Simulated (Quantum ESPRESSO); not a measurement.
# VClO: which magnetic order is lowest

Does VClO prefer parallel or opposed moments, or none?

Main program and level: Quantum ESPRESSO 7.5; PBEsol; plane waves with GBRV 1.5 PBEsol potentials, no spin-orbit coupling.

### Step 1. The starting structure

The structure is orthorhombic, space group Pmmn (No. 59). Conventional cell: a = 3.300 Å, b = 3.780 Å, c = 7.910 Å, α = 90.00°, β = 90.00°, γ = 90.00°. Nearest to V lie 4 O at 1.97 to 2.08 Å and 2 Cl at 2.36 Å. Nearest to Cl lie 2 V at 2.36 Å. O has 4 V at 1.97 to 2.08 Å nearest. Farther neighbours and most contacts between anions are not listed.

The cell comes from the Crystallography Open Database.

### Step 2. Run 1 (ferro ++)

The signs are those of the starting moments on the seeded atoms, the atoms that are given a moment.

File pw.in:

```
&CONTROL
  calculation = 'scf'
  prefix = 'pwscf'
  outdir = './tmp'
  pseudo_dir = './pseudo'
  disk_io = 'nowf'
/
&SYSTEM
  ibrav = 0
  celldm(1) = 8
  nat = 6
  ntyp = 3
  ecutwfc = 40
  ecutrho = 280
  nbnd = 38
  occupations = 'smearing'
  smearing = 'fd'
  degauss = 0.00367493
  nspin = 2
  starting_magnetization(1) = 0.1538
  starting_magnetization(2) = 0
  starting_magnetization(3) = 0
/
&ELECTRONS
  conv_thr = 1.2d-08
  electron_maxstep = 150
  mixing_beta = 0.3
/
ATOMIC_SPECIES
V      50.9415 v_pbesol_v1.4.uspp.F.UPF
Cl     35.4500 cl_pbesol_v1.4.uspp.F.UPF
O      15.9990 o_pbesol_v1.2.uspp.F.UPF
CELL_PARAMETERS alat
   0.7795120264081    0.0000000000000    0.0000000000000
   0.0000000000000    0.8928955938857    0.0000000000000
   0.0000000000000    0.0000000000000    1.8684667057237
ATOMIC_POSITIONS crystal
V       0.0000000000    0.5000000000    0.1148000000
V       0.5000000000    0.0000000000    0.8852000000
Cl      0.5000000000    0.5000000000    0.3279000000
Cl      0.0000000000    0.0000000000    0.6721000000
O       0.5000000000    0.5000000000    0.9542000000
O       0.0000000000    0.0000000000    0.0458000000
K_POINTS automatic
6 6 6 0 0 0
```

On the command line:

```console
OMP_NUM_THREADS=1 mpirun -n 4 pw.x -nk 4 -in pw.in > pw.out
```

What it wrote:

```text
Program PWSCF v.7.5 starts

     Message from routine setup:
     using ibrav=0 with symmetry is DISCOURAGED, use correct ibrav instead

     K-points division:     npool     =       4
     Subspace diagonalization in iterative solution of the eigenvalue problem:

     G-vector sticks info
     --------------------
     sticks:   dense  smooth     PW     G-vecs:    dense   smooth      PW
     Sum         995     569    171                52689    22757    3875

     Using Slab Decomposition

     bravais-lattice index     =            0
     lattice parameter (alat)  =       8.0000  a.u.
     unit-cell volume          =     665.8537 (a.u.)^3
     number of atoms/cell      =            6
     number of atomic types    =            3
     number of electrons       =        52.00
     number of Kohn-Sham states=           38
     kinetic-energy cutoff     =      40.0000  Ry
     charge density cutoff     =     280.0000  Ry
     scf convergence threshold =      1.2E-08
     mixing beta               =       0.3000
     number of iterations used =            8  plain     mixing
     Exchange-correlation= SLA  PW   PSX  PSC
                           (   1   4  10   8   0   0   0)

     celldm(1)=   8.000000  celldm(2)=   0.000000  celldm(3)=   0.000000
     celldm(4)=   0.000000  celldm(5)=   0.000000  celldm(6)=   0.000000

     crystal axes: (cart. coord. in units of alat)
               a(1) = (   0.779512   0.000000   0.000000 )
               a(2) = (   0.000000   0.892896   0.000000 )
               a(3) = (   0.000000   0.000000   1.868467 )

     reciprocal axes: (cart. coord. in units 2 pi/alat)
               b(1) = (  1.282854  0.000000  0.000000 )
               b(2) = (  0.000000  1.119952  0.000000 )
               b(3) = (  0.000000  0.000000  0.535198 )

     PseudoPot. # 1 for V  read from file:
     v_pbesol_v1.4.uspp.F.UPF
     Pseudo is Ultrasoft + core correction, Zval = 13.0
     Generated by new atomic code, or converted to UPF format
     Using radial grid of  853 points,  6 beta functions with:
                l(1) =   0
                l(2) =   0
                l(3) =   1
                l(4) =   1
                l(5) =   2
                l(6) =   2
     Q(r) pseudized with  8 coefficients,  rinner =    1.100   1.100   1.100
                                                       1.100   1.100

     PseudoPot. # 2 for Cl read from file:
     cl_pbesol_v1.4.uspp.F.UPF
     Pseudo is Ultrasoft + core correction, Zval =  7.0
     Generated by new atomic code, or converted to UPF format
     Using radial grid of  909 points,  6 beta functions with:
                l(1) =   0
                l(2) =   0
                l(3) =   1
                l(4) =   1
                l(5) =   2
                l(6) =   2
     Q(r) pseudized with  8 coefficients,  rinner =    1.300   1.300   1.300
                                                       1.300   1.300

     PseudoPot. # 3 for O  read from file:
     o_pbesol_v1.2.uspp.F.UPF
     Pseudo is Ultrasoft + core correction, Zval =  6.0
     Generated by new atomic code, or converted to UPF format
     Using radial grid of  737 points,  5 beta functions with:
                l(1) =   0
                l(2) =   0
                l(3) =   1
                l(4) =   1
                l(5) =   2
     Q(r) pseudized with  8 coefficients,  rinner =    0.900   0.900   0.900
                                                       0.900   0.900

     atomic species   valence    mass     pseudopotential
     V                13.00    50.94150     V ( 1.00)
     Cl                7.00    35.45000     Cl( 1.00)
     O                 6.00    15.99900     O ( 1.00)

     Starting magnetic structure
     atomic species   magnetization
     V               0.154
     Cl              0.000
     O               0.000

      8 Sym. Ops., with inversion, found ( 4 have fractional translation)

   Cartesian axes

     site n.     atom                  positions (alat units)
         1        V      tau(   1) = (   0.0000000   0.4464478   0.2145000  )
         2        V      tau(   2) = (   0.3897560   0.0000000   1.6539667  )
         3        Cl     tau(   3) = (   0.3897560   0.4464478   0.6126702  )
         4        Cl     tau(   4) = (   0.0000000   0.0000000   1.2557965  )
         5        O      tau(   5) = (   0.3897560   0.4464478   1.7828909  )
         6        O      tau(   6) = (   0.0000000   0.0000000   0.0855758  )

     number of k points=    64  Fermi-Dirac smearing, width (Ry)=  0.0037
                       cart. coord. in units 2pi/alat
        k(    1) = (   0.0000000   0.0000000   0.0000000), wk =   0.0046296
        k(    2) = (   0.0000000   0.0000000   0.0891997), wk =   0.0092593
        k(    3) = (   0.0000000   0.0000000   0.1783994), wk =   0.0092593
        k(    4) = (   0.0000000   0.0000000  -0.2675991), wk =   0.0046296
        k(    5) = (   0.0000000   0.1866586   0.0000000), wk =   0.0092593
        [... 59 further k-points ...]

     Dense  grid:    52689 G-vectors     FFT dimensions: (  36,  40,  80)

     Smooth grid:    22757 G-vectors     FFT dimensions: (  30,  30,  64)

     Check: negative core charge=   -0.000002
     Generating pointlists ...
     new r_m :   0.1917 (alat units)  1.5335 (a.u.) for type    1
     new r_m :   0.2298 (alat units)  1.8387 (a.u.) for type    2
     new r_m :   0.1917 (alat units)  1.5335 (a.u.) for type    3

     Initial potential from superposition of free atoms

     starting charge      51.9977, renormalised to      52.0000

     negative rho (up, down):  1.563E-02 1.552E-02
     Starting wfcs are   36 randomized atomic wfcs +    2 random wfcs

     Self-consistent Calculation

     iteration #  1     ecut=    40.00 Ry     beta= 0.30
     Davidson diagonalization with overlap
     ethr =  1.00E-02,  avg # of iterations =  5.2

     negative rho (up, down):  1.542E-02 1.611E-02

     total energy              =    -421.08182860 Ry
     estimated scf accuracy    <       1.05733112 Ry

     total magnetization       =     4.00 Bohr mag/cell
     absolute magnetization    =     4.10 Bohr mag/cell

     iteration #  2     ecut=    40.00 Ry     beta= 0.30
     Davidson diagonalization with overlap
     ethr =  2.03E-03,  avg # of iterations =  2.2

     negative rho (up, down):  1.519E-02 1.639E-02

     total energy              =    -421.30129827 Ry
     estimated scf accuracy    <       0.12126378 Ry

     total magnetization       =     4.00 Bohr mag/cell
     absolute magnetization    =     4.20 Bohr mag/cell

     iteration #  3     ecut=    40.00 Ry     beta= 0.30
     Davidson diagonalization with overlap
     ethr =  2.33E-04,  avg # of iterations =  3.9

     negative rho (up, down):  1.467E-02 1.733E-02

     total energy              =    -421.32387854 Ry
     estimated scf accuracy    <       0.02420402 Ry

     total magnetization       =     4.00 Bohr mag/cell
     absolute magnetization    =     4.15 Bohr mag/cell

     [... further iterations left out ...]

     iteration #  9     ecut=    40.00 Ry     beta= 0.30
     Davidson diagonalization with overlap
     ethr =  3.96E-09,  avg # of iterations =  2.5

     negative rho (up, down):  1.433E-02 1.768E-02

     total energy              =    -421.32827346 Ry
     estimated scf accuracy    <       0.00000055 Ry

     total magnetization       =     4.00 Bohr mag/cell
     absolute magnetization    =     4.22 Bohr mag/cell

     iteration # 10     ecut=    40.00 Ry     beta= 0.30
     Davidson diagonalization with overlap
     ethr =  1.07E-09,  avg # of iterations =  2.0

     negative rho (up, down):  1.433E-02 1.768E-02

     total energy              =    -421.32827369 Ry
     estimated scf accuracy    <       0.00000035 Ry

     total magnetization       =     4.00 Bohr mag/cell
     absolute magnetization    =     4.22 Bohr mag/cell

     iteration # 11     ecut=    40.00 Ry     beta= 0.30
     Davidson diagonalization with overlap
     ethr =  6.82E-10,  avg # of iterations =  1.3

     negative rho (up, down):  1.433E-02 1.768E-02

     total energy              =    -421.32827378 Ry
     estimated scf accuracy    <       0.00000002 Ry

     total magnetization       =     4.00 Bohr mag/cell
     absolute magnetization    =     4.22 Bohr mag/cell

     iteration # 12     ecut=    40.00 Ry     beta= 0.30
     Davidson diagonalization with overlap
     ethr =  3.48E-11,  avg # of iterations =  2.0

     negative rho (up, down):  1.433E-02 1.768E-02

     Magnetic moment per site  (integrated on atomic sphere of radius R)
     atom   1 (R=0.192)  charge=  9.7581  magn=  1.5065
     atom   2 (R=0.192)  charge=  9.7581  magn=  1.5065
     atom   3 (R=0.230)  charge=  5.1291  magn= -0.0100
     atom   4 (R=0.230)  charge=  5.1291  magn= -0.0100
     atom   5 (R=0.192)  charge=  5.4379  magn= -0.0251
     atom   6 (R=0.192)  charge=  5.4379  magn= -0.0251

     End of self-consistent calculation

     Number of k-points >= 100: set verbosity='high' to print the bands.

     the Fermi energy is     7.5214 ev

!    total energy              =    -421.32827383 Ry
     estimated scf accuracy    <          2.5E-09 Ry
     smearing contrib. (-TS)   =      -0.00347309 Ry
     internal energy E=F+TS    =    -421.32480074 Ry

     The total energy is F=E-TS. E is the sum of the following terms:
     one-electron contribution =    -379.66000125 Ry
     hartree contribution      =     207.97888913 Ry
     xc contribution           =     -72.08064002 Ry
     ewald contribution        =    -177.56304860 Ry

     total magnetization       =     4.00 Bohr mag/cell
     absolute magnetization    =     4.22 Bohr mag/cell

     convergence has been achieved in  12 iterations

=------------------------------------------------------------------------------=
   JOB DONE.
=------------------------------------------------------------------------------=
```

Elapsed: 50 s, on 4 MPI ranks of Intel Xeon Platinum 8488C (Sapphire Rapids), shared host; peak memory 0.66 GiB; 3.3 min of CPU time.

Spin moment in the atom's sphere by atom:

```csv
atom,spin moment in the atom's sphere (μB)
V1,1.51
V2,1.51
Cl3,-0.01
Cl4,-0.01
O5,-0.03
O6,-0.03
```

Read from the output:

| Property | Result |
| --- | --- |
| smearing term TS | 0.04725 eV |
| magnetization | 4 μB |
| absolute magnetization | 4.216 μB |
| final state | ferromagnetic |

[end of part 1 of 2]

[Logs and program files are shortened in this print: banners, set-up blocks, solver, clock and traceback lines can be left out without a mark of their own.]

[Logs are printed without paths, hosts, clocks, repeated set-up lines and the standing remarks that a program may print on its own settings, such as how far it seeks lower states.]

[Hosts, paths, dates, database ids (printed as entryN), source tags and the programs' standing remarks are cut or masked in the printed files.]

[Where a cell is said to come from a database of computed structures, the database is the Materials Project.]
